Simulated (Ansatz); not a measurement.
In doubt: masses and optical values from hybrid runs of this build are listed as unsure, which bears on the screening that GW takes from such a start.

Rows from a G0W0 calculation on TlSb4F13 (I4/m) (Ansatz 0.2.0; G0W0 on HSE06, plane waves, PAW; PAW set soft_1; 4×4×4 mesh, 1029 empty bands, screening to 130 eV, PAW set soft_1 files), in eV. Spin-orbit coupling is left out.

```
row      Σx     Σc     Vxc     Z
  A  -20.56   1.12  -18.01  0.85
  B   -9.68  -3.04  -13.71  0.85
  C  -10.26  -2.88  -14.14  0.86
  D   -9.42  -3.06  -13.44  0.86
  E   -9.63  -2.93  -13.56  0.86
  F  -21.26   1.28  -18.60  0.84
```

Which rows are filled states and which are empty ones, and how can one tell?

Filled: A and F. Empty: B, C, D and E. The sign of Σc tells: for a filled state bare exchange, which holds its interaction with itself, lies below Vxc (Σx − Vxc is -2.5 eV or lower here) and screening gives part back as a positive Σc. For an empty state Σx lies above Vxc (+3.9 eV or more) and the Coulomb hole leaves Σc negative.

[Paths, hosts, dates, memory and timing lines, banners, echoed tables and standing remarks are left out of the program output.]

[Logs are printed without paths, hosts, clocks, repeated set-up lines and the standing remarks that a program may print on its own settings, such as how far it seeks lower states.]

[Runs of the session that timed out or met a known fault of the program may be left out.]

[Cells called generated may have been cut or substituted from an entry of the Crystallography Open Database or the Materials Project.]

[Hosts, paths, dates, database ids (printed as entryN), source tags and the programs' standing remarks are cut or masked in the printed files.]
